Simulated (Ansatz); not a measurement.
# Phonons of TlBi (Pm-3m) against volume

Aim: how the phonons of TlBi (Pm-3m) shift with volume, and the thermal expansion that follows.

Program: Ansatz 0.2.0. Level of theory: DFT PBEsol, scalar-relativistic, plane waves, PAW; PAW set soft_1. Results are calculated unless marked as measured.

## (1) The structure

It takes space group Pm-3m (No. 221, cubic). The conventional cell has a = 3.888 Å, b = 3.888 Å, c = 3.888 Å, α = 90.00°, β = 90.00°, γ = 90.00°. Tl has 8 Bi at 3.37 Å nearest. Bi has 8 Tl at 3.37 Å nearest. Farther neighbours are not listed.

## (2) Phonons on a q mesh

The cell comes from relaxations at this level that are not shown. Stability and thermal properties need the whole zone. Linear response on a 4×4×4 q mesh gives force constants as far as a supercell of that size would.

input.yaml

```yaml
crystal:
  lattice:
    - [3.8875782353, 0.0, 0.0]
    - [0.0, 3.8875782353, 0.0]
    - [0.0, 0.0, 3.8875782353]
  atoms:
    - { symbol: Tl, position: [0.0, 0.0, 0.0] }
    - { symbol: Bi, position: [0.5, 0.5, 0.5] }
kpoints:
  mp_grid: { grid: [12, 12, 12] }
hamiltonian:
  xc: pbesol
  pseudopotentials: { kind: paw, azcp: { folder: soft_1 }, xc_functional: pbe }
scf:
  occupations: { method: methfessel_paxton, width: 0.2 }
output:
  eigenvalues: true
phonons:
  method: dfpt
  qmesh: [4, 4, 4]
  temperatures: { t_max: 1000, t_step: 50 }
  qpath:
    path:
      - [[0.0, 0.0, 0.0], [0.0, 0.5, 0.0], [0.5, 0.5, 0.0], [0.0, 0.0, 0.0], [0.5, 0.5, 0.5], [0.0, 0.5, 0.0]]
      - [[0.5, 0.5, 0.5], [0.5, 0.5, 0.0]]
    npoints: 10
```

Launch:

```sh
$ ansatz run input.yaml --threads 4 --pin off --max-ram 10240MiB --backend cpu --events-out ev --progress --plain --runs-dir out
```

Numbers of over 12 decimals in the logs are rounded to 6 here.

The log of the run:

```text
Engine: ansatz 0.2.0, aarch64-unknown-linux-gnu
Pseudopotentials: kind: paw
Pseudopotential: Tl, paw, valence charge 13, recommended cutoff 420 eV (normal), soft_1/Tl.paw.azcp
Pseudopotential: Bi, paw, valence charge 15, recommended cutoff 420 eV (normal), soft_1/Bi.paw.azcp
Functional definition: PBEsol
  exchange = pbesol_x
  correlation = pbesol_c
Crystal: 2 atoms, lattice volume = 58.754 Å³
Basis set: ecut = 420 eV, 1189 PW (Γ), exchange–correlation on 54×54×54 points (8 copies of the dense FFT grid, shifted against one another)
Bands: 18, of which v1, the nominal top of the filled ones, is band 14 counted from 1 (13 counted from 0)
Symmetry: 48 space group operations
k-points: 84 of 1728
Non-local potential: Tl, projectors of the file, l = 0: 2, l = 1: 2, l = 2: 2, l = 3: 1
Non-local potential: Bi, projectors of the file, l = 0: 2, l = 1: 2, l = 2: 2, l = 3: 1
PAW form: soft (Blöchl's): semilocal exchange-correlation on the pseudo side does not see the compensation charge
PAW frozen core: Tl, regenerated for the run's functional, and the local potential with it (the file was generated under x = pbe(κ = 0.804, μ = 0.219515), c = pbe(β = 0.066725))
PAW frozen core: Bi, regenerated for the run's functional, and the local potential with it (the file was generated under x = pbe(κ = 0.804, μ = 0.219515), c = pbe(β = 0.066725))
PAW one-centre angular grid: Tl, 590 points (default); XC on 64 Gauss nodes
PAW one-centre angular grid: Bi, 590 points (default); XC on 64 Gauss nodes
Initial density: superposition of atomic densities (chi_scale 0.1, normalization cell, long waves kept (reshape's long-wave potential 0.00 eV rms))
Initial wavefunctions: pseudopotential atomic-orbital guess
Functional: x = pbesol(κ = 0.804, μ = 0.123457), c = pbesol(β = 0.046)
SCF iter   1: F=—  HF=-23542.220583 eV  |F-HF|=—  |Δ(HF+E_count)|=         —  Δρ=1.85e-2  dr2=5.06e-1  ethr=3.10e-3  ⟨swp⟩=6.9  Hψ=17174  notcnv=0  defer=2
automatic band count: the SCF goes on with 22 bands, as 18 were too few: the levels above may hold too much charge
preconditioner: auto → Kerker (q_TF=auto, 2.411 Å⁻¹)  [metal: Δε(μ)=0.053 eV  Ē_g=20.212 eV  σ=0.200 eV  W_gap=0.22  n_scr=18 (ndim 8)  ℏωp=25.6 eV  f_vac=0.000  D(μ)=1.21/eV (n_scr^D=6)]
SCF iter   2: F=—  HF=-23542.087840 eV  |F-HF|=—  |Δ(HF+E_count)|=   1.33e-1  S|Δr|=    0.00e0  Δρ=1.10e-2  dr2=1.93e-1  ethr=1.81e-3  ⟨swp⟩=1.5  Hψ=2578  notcnv=0  defer=107
SCF iter   3: F=—  HF=-23542.011987 eV  |F-HF|=—  |Δ(HF+E_count)|=   7.59e-2  S|Δr|=    0.00e0  Δρ=1.60e-3  dr2=3.01e-3  ethr=6.89e-4  ⟨swp⟩=2.8  Hψ=2948  notcnv=0  defer=107
SCF iter   4: F=—  HF=-23542.011198 eV  |F-HF|=—  |Δ(HF+E_count)|=   7.89e-4  S|Δr|=    0.00e0  Δρ=2.01e-4  dr2=1.74e-5  ethr=1.08e-5  ⟨swp⟩=2.1  Hψ=2406  notcnv=0  defer=135
SCF iter   5: F=—  HF=-23542.011201 eV  |F-HF|=—  |Δ(HF+E_count)|=   2.57e-6  S|Δr|=    0.00e0  Δρ=8.09e-5  dr2=3.22e-6  ethr=6.21e-8  ⟨swp⟩=2.0  Hψ=2369  notcnv=0  defer=137
SCF iter   6: F=—  HF=-23542.011204 eV  |F-HF|=—  |Δ(HF+E_count)|=   3.63e-6  S|Δr|=    0.00e0  Δρ=2.11e-5  dr2=2.87e-7  ethr=1.15e-8  ⟨swp⟩=2.7  Hψ=2849  notcnv=0  defer=137
SCF iter   7: F=—  HF=-23542.011199 eV  |F-HF|=—  |Δ(HF+E_count)|=   5.15e-6  S|Δr|=    0.00e0  Δρ=2.79e-6  dr2=3.69e-9  ethr=1.02e-9  ⟨swp⟩=1.4  Hψ=1905  notcnv=0  defer=197
SCF iter   8: F=—  HF=-23542.011199 eV  |F-HF|=—  |Δ(HF+E_count)|=   2.51e-9  S|Δr|=    0.00e0  Δρ=6.91e-7  dr2=2.28e-10  ethr=1.32e-11  ⟨swp⟩=2.6  Hψ=2765  notcnv=0  defer=197
SCF iter   9: F=-23542.011199 eV  HF=-23542.011199 eV  |F-HF|=7.28e-12  |Δ(HF+E_count)|=  5.09e-11  S|Δr|=    0.00e0  Δρ=9.18e-8  dr2=3.97e-12  ethr=1.00e-12  ⟨swp⟩=9.8  Hψ=11654  notcnv=0
SCF 1 converged in 9 iterations: F = -23542.011199 eV  dr2 = 3.97e-12
  greatest PAW one-centre occupation: 0.988 electrons in one spin orbital (limit 2), on the Bi atom at site 1 (counted from 0), in its partial waves of l = 2
Initial density: read from a saved state, or passed on in memory by an earlier SCF of this step, an earlier step, the calling program or the single point that the run made first
iter 1 solved again at ethr=1.10e-7 eV; its pass at ethr=3.10e-3 eV (dr2=3.09e-5 eV) is discarded
SCF iter   1: F=—  HF=-23542.011201 eV  |F-HF|=—  |Δ(HF+E_count)|=         —  Δρ=4.92e-7  dr2=8.43e-11  ethr=1.10e-7  ⟨swp⟩=3.2  Hψ=11933  notcnv=0
eigensolver tolerance schedule: the retry pair's looser diagonalisation over-reported the residual by 366314.51 of it (diagonalisation noise at an unbounded share of the residual, at the tolerance the schedule requests for it); recorded, not acted on — ethr = c·dr2/N_el stays at c = 1.0e-1
preconditioner: auto → Kerker (q_TF=auto, 2.411 Å⁻¹)  [metal: Δε(μ)=0.033 eV  Ē_g=17.154 eV  σ=0.200 eV  W_gap=0.14  n_scr=18 (ndim 8)  ℏωp=25.6 eV  f_vac=0.000  D(μ)=1.26/eV (n_scr^D=6)]
SCF iter   2: F=—  HF=-23542.011199 eV  |F-HF|=—  |Δ(HF+E_count)|=   1.68e-6  S|Δr|=    0.00e0  Δρ=3.22e-7  dr2=3.67e-11  ethr=1.00e-12  ⟨swp⟩=3.2  Hψ=3550  notcnv=0
SCF iter   3: F=—  HF=-23542.011199 eV  |F-HF|=—  |Δ(HF+E_count)|=  1.46e-11  S|Δr|=    0.00e0  Δρ=2.09e-7  dr2=1.47e-11  ethr=1.00e-12  ⟨swp⟩=1.0  Hψ=1512  notcnv=0
SCF iter   4: F=-23542.011199 eV  HF=-23542.011199 eV  |F-HF|=1.82e-11  |Δ(HF+E_count)|=  3.64e-12  S|Δr|=    0.00e0  Δρ=7.15e-8  dr2=2.28e-12  ethr=1.00e-12  ⟨swp⟩=3.2  Hψ=3751  notcnv=0
SCF 2 converged in 4 iterations: F = -23542.011199 eV  dr2 = 2.28e-12
phonons: the bands overlap, so this run is a metal and interpolates without the dipole-dipole term. If the crystal is really an insulator or semiconductor, its LO-TO splitting is missing
NSCF: frozen V_eff on 84 k-points
NSCF: frozen V_eff on 196 k-points
DFPT response loops at q = (0, 0, 0) (fractional): preconditioner auto → Kerker (q_TF=auto, 2.411 Å⁻¹) (partly filled bands, converged f_vac=0.000); β = 1.00, the filter's whole step (`scf.mixing.beta` (0.50) is not read by the response loops under this deck's `scf.mixing.preconditioner`; to damp them name `kerker` or `kerker_dos`, under which they read `scf.mixing.beta`, and type it under 1.00, their step now; both keys bind the ground state too); Broyden in place of MSR1
NSCF: frozen V_eff on 1176 k-points
DFPT response loops at q = (0, 0, 0.25) (fractional): mixed as the last ones told, above
NSCF: frozen V_eff on 686 k-points
DFPT response loops at q = (0, 0, -0.5) (fractional): mixed as the last ones told, above
NSCF: frozen V_eff on 2016 k-points
DFPT response loops at q = (0, 0.25, 0.25) (fractional): mixed as the last ones told, above
NSCF: frozen V_eff on 1176 k-points
DFPT response loops at q = (0, 0.25, -0.5) (fractional): mixed as the last ones told, above
NSCF: frozen V_eff on 686 k-points
DFPT response loops at q = (0, -0.5, -0.5) (fractional): mixed as the last ones told, above
NSCF: frozen V_eff on 1872 k-points
DFPT response loops at q = (0.25, 0.25, 0.25) (fractional): mixed as the last ones told, above
NSCF: frozen V_eff on 2016 k-points
DFPT response loops at q = (0.25, 0.25, -0.5) (fractional): mixed as the last ones told, above
NSCF: frozen V_eff on 1176 k-points
DFPT response loops at q = (0.25, -0.5, -0.5) (fractional): mixed as the last ones told, above
NSCF: frozen V_eff on 392 k-points
DFPT response loops at q = (-0.5, -0.5, -0.5) (fractional): mixed as the last ones told, above
SCF converged after 9 iterations
Stability not checked: this state was not tested for a lower state beside it, because cold or Methfessel-Paxton smearing, or corrected tetrahedra, fill the levels in a way that the test cannot read (fill_not_monotonic; see scf.lower_state_search)
Free energy (F): -23542.011199 eV
Harris-Foulkes:  -23542.011199 eV  (|F-HF|=7.28e-12)
Internal energy: -23542.011549 eV  (E = F + TS)
E sigma→0 (E₀):  -23542.011287 eV
Entropy (-TS):   0.000350 eV (0.175 meV/atom)
Fermi energy:    11.236046 eV
--- Per-component energies (eV) ---
  E_band       = -68.453361
  E_kinetic    = 520.817324
  E_local      = -1990.693247  (includes V_loc(G=0)·N_el)
  E_nonlocal   = 727.187254
  E_hartree    = 732.476998
  E_xc         = -335.424427
  E_vxc        = -255.100371  (∫ρ·V_xc dr)
  E_paw        = -20546.929266  (= ΣΔE_a)
  E_vpaw       = -535.618507  (= ΣTr[D̂ρ^β])
  E_aug_tail   = 0.000171  (compensation charges beyond the density's cutoff)
  E_ewald      = -2649.574484
  E_core_change = 0.128127  (= ΣΔE_core)
  E_smearing   = 0.000350  (= −TS)
  E_closure    = -0.000000  (closes the sum)
  Σ components = -23542.011199   (vs F -23542.011199, Δ=0.00e0)
--- Band table (eV; the first three rows and the last of 84) ---
  k-point 0: bands = [... 10 lower, -0.0155, 6.7897, 10.7002, 10.7002, 10.7002, 16.1138, 16.1138, 19.5060, ... 4 higher]
  k-point 1: bands = [... 10 lower, -0.0156, 6.5657, 10.6982, 10.7876, 10.7876, 16.1549, 16.5162, 18.8688, ... 4 higher]
  k-point 2: bands = [... 10 lower, -0.0159, 5.9729, 10.7645, 11.0447, 11.0447, 16.2777, 17.2119, 17.9779, ... 4 higher]
  k-point 83: bands = [... 10 lower, 1.4758, 6.8676, 9.5703, 9.5703, 9.5703, 11.1171, 11.1171, 11.1171, ... 4 higher]
--- Phonons (Γ-DFPT): 2 representative perturbations + reference (Σ response iterations 5) ---
  ASR residual: 4.219e-5 → 0.000e0 eV/Å²; symmetrization residual: 6.212e-5 eV/Å²
  ASR residual per site (eV/Å²): 4.13e-6 4.22e-5
  Γ frequencies (cm⁻¹): 0.00 0.00 0.00 67.39 67.39 67.39
--- Phonons (arbitrary-q DFPT): 10 irreducible q on the 4×4×4 mesh ---
  q = [0.0000, 0.0000, 0.0000] (star 1, of the zone-centre solve; hermiticity 7.20e-5, symmetrization 2.05e-11): -0.00 -0.00 0.00 67.39 67.39 67.39
  q = [0.0000, 0.0000, 0.2500] (star 6, 4 solved perturbations in 1848 linear systems a pass and spin channel, the states on 588 of 1728 k-point pairs; hermiticity 6.53e-5, symmetrization 8.91e-13): 25.89 25.89 33.14 61.06 61.06 65.89
  q = [0.0000, 0.0000, -0.5000] (star 3, 4 solved perturbations in 1078 linear systems a pass and spin channel, the states on 343 of 1728 k-point pairs; hermiticity 1.38e-13, symmetrization 6.26e-12): 38.37 47.56 47.56 50.06 50.06 62.17
  q = [0.0000, 0.2500, 0.2500] (star 12, 4 solved perturbations in 3108 linear systems a pass and spin channel, the states on 1008 of 1728 k-point pairs; hermiticity 9.70e-5, symmetrization 2.47e-12): -19.41 25.10 31.09 55.04 60.71 69.43
  q = [0.0000, 0.2500, -0.5000] (star 12, 6 solved perturbations on 588 of 1728 k-point pairs; hermiticity 7.39e-5, symmetrization 2.29e-13): -11.51 12.08 45.56 49.79 68.39 75.65
  q = [0.0000, -0.5000, -0.5000] (star 3, 4 solved perturbations in 1078 linear systems a pass and spin channel, the states on 343 of 1728 k-point pairs; hermiticity 1.11e-4, symmetrization 5.38e-13): -17.64 -17.64 47.01 49.46 78.74 78.74
  q = [0.2500, 0.2500, 0.2500] (star 8, 2 solved perturbations on 936 of 1728 k-point pairs; hermiticity 3.61e-5, symmetrization 5.10e-12): -26.41 19.13 19.13 65.79 65.79 68.40
  q = [0.2500, 0.2500, -0.5000] (star 12, 4 solved perturbations in 3108 linear systems a pass and spin channel, the states on 1008 of 1728 k-point pairs; hermiticity 3.04e-5, symmetrization 5.62e-12): -15.70 16.35 37.84 56.38 68.42 72.03
  q = [0.2500, -0.5000, -0.5000] (star 6, 4 solved perturbations in 1848 linear systems a pass and spin channel, the states on 588 of 1728 k-point pairs; hermiticity 5.23e-5, symmetrization 4.42e-12): 21.66 24.98 24.98 54.43 74.79 74.79
  q = [-0.5000, -0.5000, -0.5000] (star 1, 2 solved perturbations on 196 of 1728 k-point pairs; hermiticity 2.03e-13, symmetrization 1.64e-11): 45.48 45.48 45.48 61.54 61.54 61.54
  sum rule: each row above includes the acoustic sum rule's correction from the zone centre's row sums; it moved no ω² by more than (0.23 cm⁻¹)²
  mesh force constants: q→R imaginary residual 4.12e-18; ASR residual 4.219e-5 → 0.000e0 eV/Å²; symmetrization residual 1.776e-15 eV/Å²
  interpolated dispersion: 62 rows × 6 modes
  density of states and harmonic sums: on the 16×16×16 q-mesh, interpolated from the force constants of a 4×4×4 supercell (no non-analytic term)
  largest difference from the sums on the solved wave vectors: F 9.04e-3 eV, S 1.26e-5 and C_V 1.87e-6 eV/K
  zero-point energy: 0.015635 eV/cell   skipped modes (ω ≤ 0): 129, of them read as no rigid motion or as one in doubt: 126 (8.491e-1 modes/cell left out, lowest -26.90 cm⁻¹)   left out of the sums: 1.42e-1 of the cell's modes: C_V's classical limit lies that fraction below 3 k_B per atom; for a crystal, a wire or a layer, F and S can be off by more, and a phonons.interpolated_qmesh denser along its periods is the remedy for the sampling
```

Run time: 7.3 min. Hardware: 4 threads of Arm Neoverse V1, shared host; peak memory 2.7 GiB; 29 min of CPU time.

This step gave:

| Quantity | Value |
| --- | --- |
| volume per atom | 29.38 Å³ |
| gap on the k-mesh | 0 eV |
| sum-rule residual before enforcement | 4.22e-5 eV/Å² |
| lowest frequency on the path | -26.77 cm⁻¹ |
| point group | m-3m |
| highest frequency on the path or at a solved wavevector | 78.74 cm⁻¹ |
| highest optical mode at the zone centre (no LO-TO term) | 67.39 cm⁻¹ |
| lowest optical zone-centre mode | 67.39 cm⁻¹ |
| lowest mode on the q mesh (acoustic modes at Γ apart) | -26.41 cm⁻¹ |

Frequencies (cm⁻¹) solved at each irreducible wavevector; negative means imaginary. Frequencies by wavevector, by row:

| q in reciprocal lattice units | star | mode 1 | mode 2 | mode 3 | mode 4 | mode 5 | mode 6 |
| --- | --- | --- | --- | --- | --- | --- | --- |
| 0 0 0 | 1 | 0 | 0 | 0 | 67.4 | 67.4 | 67.4 |
| 0 0 0.25 | 6 | 25.9 | 25.9 | 33.1 | 61.1 | 61.1 | 65.9 |
| 0 0 -0.5 | 3 | 38.4 | 47.6 | 47.6 | 50.1 | 50.1 | 62.2 |
| 0 0.25 0.25 | 12 | -19.4 | 25.1 | 31.1 | 55 | 60.7 | 69.4 |
| 0 0.25 -0.5 | 12 | -11.5 | 12.1 | 45.6 | 49.8 | 68.4 | 75.7 |
| 0 -0.5 -0.5 | 3 | -17.6 | -17.6 | 47 | 49.5 | 78.7 | 78.7 |
| 0.25 0.25 0.25 | 8 | -26.4 | 19.1 | 19.1 | 65.8 | 65.8 | 68.4 |
| 0.25 0.25 -0.5 | 12 | -15.7 | 16.4 | 37.8 | 56.4 | 68.4 | 72 |
| 0.25 -0.5 -0.5 | 6 | 21.7 | 25 | 25 | 54.4 | 74.8 | 74.8 |
| -0.5 -0.5 -0.5 | 1 | 45.5 | 45.5 | 45.5 | 61.5 | 61.5 | 61.5 |

Symmetry leaves 10 wavevectors to solve. The lowest mode among them, the acoustic zeros apart, lies at q = (0.25, 0.25, 0.25) and is imaginary, 26.4i cm⁻¹, so the energy falls along it.

## (3) Relaxing at another volume, volume ratio 0.97

The volume is scaled by 0.97 and held; symmetry leaves nothing to relax, so this is a single point. The modes can then be followed against volume.

input.yaml, the sections that differ from step 2:

```yaml
crystal:
  lattice:
    - [3.8483070833, 0.0, 0.0]
    - [0.0, 3.8483070833, 0.0]
    - [0.0, 0.0, 3.8483070833]
  atoms:
    - { symbol: Tl, position: [0.0, 0.0, 0.0] }
    - { symbol: Bi, position: [0.5, 0.5, 0.5] }
output:
  forces: true
  stress: true
  eigenvalues: true
# kpoints, hamiltonian, scf: as in step 2
# phonons: removed
```

The log of the run:

```text
[...]
Crystal: 2 atoms, lattice volume = 56.991 Å³
Basis set: ecut = 420 eV, 1141 PW (Γ), exchange–correlation on 54×54×54 points (8 copies of the dense FFT grid, shifted against one another)
Bands: 18, of which v1, the nominal top of the filled ones, is band 14 counted from 1 (13 counted from 0)
Symmetry: 48 space group operations
[...]
k-points: 84 of 1728
[...]
k-point 0: bands = [... 10 lower, 0.4349, 7.3801, 11.1513, 11.1513, 11.1513, 16.6342, 16.6342, 20.2588, ... 4 higher]
  k-point 1: bands = [... 10 lower, 0.4348, 7.1304, 11.1662, 11.2426, 11.2426, 16.6747, 17.0487, 19.6053, ... 4 higher]
  k-point 2: bands = [... 10 lower, 0.4344, 6.4803, 11.2665, 11.5112, 11.5112, 16.7959, 17.8591, 18.5930, ... 4 higher]
  k-point 83: bands = [... 10 lower, 1.9737, 7.3733, 10.0151, 10.0151, 10.0151, 11.5337, 11.5337, 11.5337, ... 4 higher]
[key lines of the parts left out:]
SCF converged after 7 iterations
Free energy (F): -23542.003233 eV
Fermi energy:    11.736321 eV
P = ⅓ Tr σ = 1.4949 GPa (14.949 kbar)
```

Elapsed: 2 s, on 4 threads; peak memory 0.39 GiB; 7 s of CPU time.

This step gave:

```
pressure        : 1.495 GPa
volume per atom : 28.50 Å³
```

The run ends at a pressure of 1.49 GPa.

## (4) Phonons at the other volume, volume ratio 0.97

The phonons are repeated at this volume on the same k and q meshes.

input.yaml: that of step 3 with these lines changed.

```diff
@@ -16,4 +16,11 @@
 output:
-  forces: true
-  stress: true
   eigenvalues: true
+phonons:
+  method: dfpt
+  qmesh: [4, 4, 4]
+  temperatures: { t_max: 1000, t_step: 50 }
+  qpath:
+    path:
+      - [[0.0, 0.0, 0.0], [0.0, 0.5, 0.0], [0.5, 0.5, 0.0], [0.0, 0.0, 0.0], [0.5, 0.5, 0.5], [0.0, 0.5, 0.0]]
+      - [[0.5, 0.5, 0.5], [0.5, 0.5, 0.0]]
+    npoints: 10
```

The log of the run:

```text
[...]
Crystal: 2 atoms, lattice volume = 56.991 Å³
Basis set: ecut = 420 eV, 1141 PW (Γ), exchange–correlation on 54×54×54 points (8 copies of the dense FFT grid, shifted against one another)
Bands: 18, of which v1, the nominal top of the filled ones, is band 14 counted from 1 (13 counted from 0)
Symmetry: 48 space group operations
k-points: 84 of 1728
[...]
SCF iter   1: F=—  HF=-23542.205294 eV  |F-HF|=—  |Δ(HF+E_count)|=         —  Δρ=1.86e-2  dr2=4.82e-1  ethr=3.10e-3  ⟨swp⟩=6.8  Hψ=17127  notcnv=0  defer=3
[...]
SCF iter   9: F=-23542.003233 eV  HF=-23542.003233 eV  |F-HF|=1.09e-11  |Δ(HF+E_count)|=  6.55e-11  S|Δr|=    0.00e0  Δρ=9.15e-8  dr2=4.07e-12  ethr=1.00e-12  ⟨swp⟩=9.7  Hψ=11531  notcnv=0
SCF 1 converged in 9 iterations: F = -23542.003233 eV  dr2 = 4.07e-12
[...]
SCF iter   4: F=-23542.003233 eV  HF=-23542.003233 eV  |F-HF|=1.09e-11  |Δ(HF+E_count)|=  3.64e-12  S|Δr|=    0.00e0  Δρ=6.02e-8  dr2=1.77e-12  ethr=1.00e-12  ⟨swp⟩=3.3  Hψ=3751  notcnv=0
SCF 2 converged in 4 iterations: F = -23542.003233 eV  dr2 = 1.77e-12
[...]
NSCF: frozen V_eff on 84 k-points
[...]
SCF converged after 9 iterations
[...]
Free energy (F): -23542.003233 eV
[...]
Internal energy: -23542.004120 eV  (E = F + TS)
E sigma→0 (E₀):  -23542.003455 eV
Entropy (-TS):   0.000886 eV (0.443 meV/atom)
Fermi energy:    11.736321 eV
[...]
--- Band table (eV; the first three rows and the last of 84) ---
  k-point 0: bands = [... 10 lower, 0.4349, 7.3801, 11.1513, 11.1513, 11.1513, 16.6342, 16.6342, 20.2588, ... 4 higher]
  k-point 1: bands = [... 10 lower, 0.4348, 7.1304, 11.1662, 11.2426, 11.2426, 16.6747, 17.0487, 19.6053, ... 4 higher]
  k-point 2: bands = [... 10 lower, 0.4344, 6.4803, 11.2665, 11.5112, 11.5112, 16.7959, 17.8591, 18.5930, ... 4 higher]
  k-point 83: bands = [... 10 lower, 1.9737, 7.3733, 10.0151, 10.0151, 10.0151, 11.5337, 11.5337, 11.5337, ... 4 higher]
[...]
ASR residual: 4.147e-4 → 0.000e0 eV/Å²; symmetrization residual: 1.115e-4 eV/Å²
  ASR residual per site (eV/Å²): 1.00e-4 4.15e-4
  Γ frequencies (cm⁻¹): 0.00 0.00 0.00 72.56 72.56 72.56
--- Phonons (arbitrary-q DFPT): 10 irreducible q on the 4×4×4 mesh ---
[...]
interpolated dispersion: 62 rows × 6 modes
[...]
```

The job ended after 7.2 min (4 threads; peak memory 2.6 GiB).

Numbers from this step:

```
sum-rule residual before enforcement                    : 4.15e-4 eV/Å²
lowest frequency on the path                            : -25.39 cm⁻¹
highest frequency on the path or at a solved wavevector : 85.1 cm⁻¹
highest optical mode at the zone centre (no LO-TO term) : 72.56 cm⁻¹
lowest optical zone-centre mode                         : 72.56 cm⁻¹
lowest mode on the q mesh (acoustic modes at Γ apart)   : -23.76 cm⁻¹
```

Frequencies (cm⁻¹) solved at each irreducible wavevector; negative means imaginary. Frequencies by wavevector, by row:

| q in reciprocal lattice units | star | mode 1 | mode 2 | mode 3 | mode 4 | mode 5 | mode 6 |
| --- | --- | --- | --- | --- | --- | --- | --- |
| 0 0 0 | 1 | 0 | 0 | 0 | 72.6 | 72.6 | 72.6 |
| 0 0 0.25 | 6 | 28 | 28 | 37.7 | 66.2 | 66.2 | 71.5 |
| 0 0 -0.5 | 3 | 45.6 | 50.3 | 50.3 | 53.5 | 53.5 | 66.8 |
| 0 0.25 0.25 | 12 | -18.1 | 32 | 33.6 | 59.3 | 65.4 | 76.1 |
| 0 0.25 -0.5 | 12 | 8 | 17.6 | 48.4 | 53.1 | 74.9 | 81.3 |
| 0 -0.5 -0.5 | 3 | -16.8 | -16.8 | 48.5 | 52.5 | 85.1 | 85.1 |
| 0.25 0.25 0.25 | 8 | -23.8 | 23.7 | 23.7 | 71.5 | 71.5 | 73.5 |
| 0.25 0.25 -0.5 | 12 | -14.1 | 19.6 | 42.5 | 60.3 | 74.8 | 77 |
| 0.25 -0.5 -0.5 | 6 | 29.6 | 29.6 | 29.9 | 58.4 | 81.1 | 81.1 |
| -0.5 -0.5 -0.5 | 1 | 51.8 | 51.8 | 51.8 | 65.6 | 65.6 | 65.6 |

The highest optical mode at the zone centre (no LO-TO term) is 72.6 cm⁻¹, +5.2 cm⁻¹ against the base run.

(Continued in part 2 of 2.)

[Logs are printed without paths, hosts, clocks, repeated set-up lines and the standing remarks that a program may print on its own settings, such as how far it seeks lower states.]

[Hosts, paths, dates, database ids (printed as entryN), source tags and the programs' standing remarks are cut or masked in the printed files.]
